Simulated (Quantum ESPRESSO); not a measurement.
# RbFeCl3: parallel moments in the primitive cell, part 2 of 2

Wanted: the size of the moments of RbFeCl3 in the parallel state.

Quantum ESPRESSO 7.5; LDA; plane waves with GBRV 1.5 LDA potentials, no spin-orbit coupling.

So far, absolute magnetization (μB): step 2 (run 1, typed as ferro +) 3.96.

### 5. The lowest state again, with its states saved

Contents of pw.in:

```
&CONTROL
  calculation = 'scf'
  prefix = 'pwscf'
  outdir = './tmp'
  pseudo_dir = './pseudo'
  disk_io = 'low'
/
&SYSTEM
  ibrav = 0
  celldm(1) = 8
  nat = 5
  ntyp = 3
  ecutwfc = 40
  ecutrho = 280
  nbnd = 38
  occupations = 'smearing'
  smearing = 'fd'
  degauss = 0.00999582
  nspin = 2
  starting_magnetization(1) = 0
  starting_magnetization(2) = 0.25
  starting_magnetization(3) = 0
/
&ELECTRONS
  conv_thr = 1d-08
  electron_maxstep = 150
  mixing_beta = 0.3
/
ATOMIC_SPECIES
Rb     85.4678 rb_lda_v1.uspp.F.UPF
Fe     55.8450 fe_lda_v1.5.uspp.F.UPF
Cl     35.4500 cl_lda_v1.4.uspp.F.UPF
CELL_PARAMETERS alat
   1.1645725875050    0.0000000000000    0.0000000000000
   0.0000000000000    1.1645725875050    0.0000000000000
   0.0000000000000    0.0000000000000    1.1645725875050
ATOMIC_POSITIONS crystal
Rb      0.5000000000    0.5000000000    0.5000000000
Fe      0.0000000000    0.0000000000    0.0000000000
Cl      0.5000000000    0.0000000000    0.0000000000
Cl      0.0000000000    0.5000000000    0.0000000000
Cl      0.0000000000    0.0000000000    0.5000000000
K_POINTS automatic
4 4 4 0 0 0
```

On the command line:

```
> OMP_NUM_THREADS=1 mpirun -n 2 pw.x -nk 2 -in pw.in > pw.out
```

The program printed:

```text
     [... lines left out ...]
Program PWSCF v.7.5 starts
     [... lines left out ...]
     number of atoms/cell      =            5
     [... lines left out ...]
     number of electrons       =        46.00
     number of Kohn-Sham states=           38
     kinetic-energy cutoff     =      40.0000  Ry
     charge density cutoff     =     280.0000  Ry
     scf convergence threshold =      1.0E-08
     [... lines left out ...]
     48 Sym. Ops., with inversion, found
     [... lines left out ...]
     number of k points=    10  Fermi-Dirac smearing, width (Ry)=  0.0100
     [... lines left out ...]
     iteration # 10     ecut=    40.00 Ry     beta= 0.30
     [... lines left out ...]
     Magnetic moment per site  (integrated on atomic sphere of radius R)
     atom   1 (R=0.340)  charge=  7.7900  magn=  0.0010
     atom   2 (R=0.240)  charge= 14.0855  magn=  3.4184
     atom   3 (R=0.240)  charge=  5.3907  magn=  0.1021
     atom   4 (R=0.240)  charge=  5.3907  magn=  0.1021
     atom   5 (R=0.240)  charge=  5.3907  magn=  0.1021
     [... lines left out ...]
     the Fermi energy is     5.6537 ev
!    total energy              =    -403.86802484 Ry
     estimated scf accuracy    <          3.8E-10 Ry
     smearing contrib. (-TS)   =      -0.01698313 Ry
     [... lines left out ...]
     total magnetization       =     3.96 Bohr mag/cell
     absolute magnetization    =     3.96 Bohr mag/cell
     convergence has been achieved in  10 iterations
```

Run time: 38 s. Hardware: 2 MPI ranks of Arm Neoverse V1, shared host; peak memory 0.4 GiB; 76 s of CPU time.

Read from the output:

```
smearing term TS       : 0.2311 eV
magnetization          : 3.956 μB
absolute magnetization : 3.961 μB
final state            : ferromagnetic
largest moment         : 3.418 μB
```

### 6. Löwdin moments

projwfc.x projects the saved states on orthogonalised atomic orbitals of the pseudopotential files.

The program printed:

```text
[banner, memory and clock lines left out]
Program PROJWFC v.7.5 starts

     [... lines left out ...]
     IMPORTANT: XC functional enforced from input :
     Exchange-correlation= PZ
                           (   1   1   0   0   0   0   0)
     Any further DFT definition will be discarded
     Please, verify this is what you really want

     G-vector sticks info

     Check: negative core charge=   -0.000013

     negative rho (up, down):  5.489E-02 5.417E-02

     Gaussian broadening (read from input): ngauss,degauss=   0    0.010000

     Calling projwave ....

  Problem Sizes
  natomwfc =           35
  nbnd     =           38
  nkstot   =           20
  npwx     =         3468
  nkb      =           90

     Atomic states used for projection
     (read from pseudopotential files):

     state #   1: atom   1 (Rb ), wfc  1 (l=0 m= 1)
     state #   2: atom   1 (Rb ), wfc  2 (l=1 m= 1)
     state #   3: atom   1 (Rb ), wfc  2 (l=1 m= 2)
     state #   4: atom   1 (Rb ), wfc  2 (l=1 m= 3)
     state #   5: atom   1 (Rb ), wfc  3 (l=0 m= 1)
     state #   6: atom   1 (Rb ), wfc  4 (l=2 m= 1)
     state #   7: atom   1 (Rb ), wfc  4 (l=2 m= 2)
     state #   8: atom   1 (Rb ), wfc  4 (l=2 m= 3)
     state #   9: atom   1 (Rb ), wfc  4 (l=2 m= 4)
     state #  10: atom   1 (Rb ), wfc  4 (l=2 m= 5)
     state #  11: atom   2 (Fe ), wfc  1 (l=0 m= 1)
     state #  12: atom   2 (Fe ), wfc  2 (l=1 m= 1)
     state #  13: atom   2 (Fe ), wfc  2 (l=1 m= 2)
     state #  14: atom   2 (Fe ), wfc  2 (l=1 m= 3)
     state #  15: atom   2 (Fe ), wfc  3 (l=2 m= 1)
     state #  16: atom   2 (Fe ), wfc  3 (l=2 m= 2)
     state #  17: atom   2 (Fe ), wfc  3 (l=2 m= 3)
     state #  18: atom   2 (Fe ), wfc  3 (l=2 m= 4)
     state #  19: atom   2 (Fe ), wfc  3 (l=2 m= 5)
     state #  20: atom   2 (Fe ), wfc  4 (l=0 m= 1)
     state #  21: atom   2 (Fe ), wfc  5 (l=1 m= 1)
     state #  22: atom   2 (Fe ), wfc  5 (l=1 m= 2)
     state #  23: atom   2 (Fe ), wfc  5 (l=1 m= 3)
     state #  24: atom   3 (Cl ), wfc  1 (l=0 m= 1)
     state #  25: atom   3 (Cl ), wfc  2 (l=1 m= 1)
     state #  26: atom   3 (Cl ), wfc  2 (l=1 m= 2)
     state #  27: atom   3 (Cl ), wfc  2 (l=1 m= 3)
     state #  28: atom   4 (Cl ), wfc  1 (l=0 m= 1)
     state #  29: atom   4 (Cl ), wfc  2 (l=1 m= 1)
     state #  30: atom   4 (Cl ), wfc  2 (l=1 m= 2)
     state #  31: atom   4 (Cl ), wfc  2 (l=1 m= 3)
     state #  32: atom   5 (Cl ), wfc  1 (l=0 m= 1)
     state #  33: atom   5 (Cl ), wfc  2 (l=1 m= 1)
     state #  34: atom   5 (Cl ), wfc  2 (l=1 m= 2)
     state #  35: atom   5 (Cl ), wfc  2 (l=1 m= 3)

 [... projections of the bands left out ...]

Lowdin Charges:

     Atom #   1: total charge =   9.0985, s =  2.2028, p =  5.9605, d =  0.9352,
                 spin up      =   4.5488, s =  1.1014,
                 spin up      =   4.5488, p =  2.9806, pz=  0.9935, px=  0.9935, py=  0.9935,
                 spin up      =   4.5488, d =  0.4668, dz2=  0.0908, dxz=  0.0951, dyz=  0.0951, dx2-y2=  0.0908, dxy=  0.0951,
                 spin down    =   4.5498, s =  1.1015,
                 spin down    =   4.5498, p =  2.9799, pz=  0.9933, px=  0.9933, py=  0.9933,
                 spin down    =   4.5498, d =  0.4684, dz2=  0.0892, dxz=  0.0966, dyz=  0.0966, dx2-y2=  0.0892, dxy=  0.0966,
                 polarization =  -0.0010, s = -0.0001, p =  0.0007, d = -0.0016,
     Atom #   2: total charge =  15.8131, s =  2.4253, p =  7.1030, d =  6.2848,
                 spin up      =   9.7252, s =  1.2351,
                 spin up      =   9.7252, p =  3.5787, pz=  1.1929, px=  1.1929, py=  1.1929,
                 spin up      =   9.7252, d =  4.9114, dz2=  0.9774, dxz=  0.9855, dyz=  0.9855, dx2-y2=  0.9774, dxy=  0.9855,
                 spin down    =   6.0878, s =  1.1902,
                 spin down    =   6.0878, p =  3.5243, pz=  1.1748, px=  1.1748, py=  1.1748,
                 spin down    =   6.0878, d =  1.3734, dz2=  0.1772, dxz=  0.3397, dyz=  0.3397, dx2-y2=  0.1772, dxy=  0.3397,
                 polarization =   3.6374, s =  0.0449, p =  0.0544, d =  3.5381,
     Atom #   3: total charge =   6.9743, s =  1.7222, p =  5.2522, d =  0.0000,
                 spin up      =   3.5414, s =  0.8661,
                 spin up      =   3.5414, p =  2.6754, pz=  0.9332, px=  0.8090, py=  0.9332,
                 spin up      =   3.5414, d =  0.0000, dz2=  0.0000, dxz=  0.0000, dyz=  0.0000, dx2-y2=  0.0000, dxy=  0.0000,
                 spin down    =   3.4329, s =  0.8561,
                 spin down    =   3.4329, p =  2.5768, pz=  0.9089, px=  0.7591, py=  0.9089,
                 spin down    =   3.4329, d =  0.0000, dz2=  0.0000, dxz=  0.0000, dyz=  0.0000, dx2-y2=  0.0000, dxy=  0.0000,
                 polarization =   0.1086, s =  0.0100, p =  0.0986, d =  0.0000,
     Atom #   4: total charge =   6.9743, s =  1.7222, p =  5.2522, d =  0.0000,
                 spin up      =   3.5414, s =  0.8661,
                 spin up      =   3.5414, p =  2.6754, pz=  0.9332, px=  0.9332, py=  0.8090,
                 spin up      =   3.5414, d =  0.0000, dz2=  0.0000, dxz=  0.0000, dyz=  0.0000, dx2-y2=  0.0000, dxy=  0.0000,
                 spin down    =   3.4329, s =  0.8561,
                 spin down    =   3.4329, p =  2.5768, pz=  0.9089, px=  0.9089, py=  0.7591,
                 spin down    =   3.4329, d =  0.0000, dz2=  0.0000, dxz=  0.0000, dyz=  0.0000, dx2-y2=  0.0000, dxy=  0.0000,
                 polarization =   0.1086, s =  0.0100, p =  0.0986, d =  0.0000,
     Atom #   5: total charge =   6.9743, s =  1.7222, p =  5.2522, d =  0.0000,
                 spin up      =   3.5414, s =  0.8661,
                 spin up      =   3.5414, p =  2.6754, pz=  0.8090, px=  0.9332, py=  0.9332,
                 spin up      =   3.5414, d =  0.0000, dz2=  0.0000, dxz=  0.0000, dyz=  0.0000, dx2-y2=  0.0000, dxy=  0.0000,
                 spin down    =   3.4329, s =  0.8561,
                 spin down    =   3.4329, p =  2.5768, pz=  0.7591, px=  0.9089, py=  0.9089,
                 spin down    =   3.4329, d =  0.0000, dz2=  0.0000, dxz=  0.0000, dyz=  0.0000, dx2-y2=  0.0000, dxy=  0.0000,
                 polarization =   0.1086, s =  0.0100, p =  0.0986, d =  0.0000,
     Spilling Parameter:   0.0036
```

Run time: 2 s. Hardware: 2 MPI ranks; peak memory 0.14 GiB; 3.8 s of CPU time.

```
atom  moment in the sphere (μB)  Löwdin moment (μB)  Löwdin charge (e)
 Rb1                      0.001              -0.001              9.098
 Fe2                      3.418               3.637             15.813
 Cl3                      0.102               0.109              6.974
 Cl4                      0.102               0.109              6.974
 Cl5                      0.102               0.109              6.974
```

### 7. Results

```
state found           : ferromagnetic (from ferro +)
largest site moment   : 3.42 μB
state without moments : 1173 meV a seeded atom higher
```

The largest moment reads 3.42 μB in the sphere and 3.64 μB by Löwdin projection; a site moment hangs on how space is shared out. No opposed start was run, so this says nothing of the order that the crystal takes. Energies are free energies at an electronic temperature of 1580 K, which lowers moments and differences where the moments are itinerant. No Hubbard term acts here. In such compounds local and semilocal functionals without one often delocalise the d electrons, and can shrink or lose moments and miss the size, sign and order of the couplings. The smearing term is large for its width, so states at the Fermi level are partly filled: at this level the cell is a metal or has a gap of a few widths at most.

[Logs and program files are shortened in this print: banners, set-up blocks, solver, clock and traceback lines can be left out without a mark of their own.]

[Logs are printed without paths, hosts, clocks, repeated set-up lines and the standing remarks that a program may print on its own settings, such as how far it seeks lower states.]

[Hosts, paths, dates, database ids (printed as entryN), source tags and the programs' standing remarks are cut or masked in the printed files.]

[Where a cell is said to come from a database of computed structures, the database is the Materials Project.]
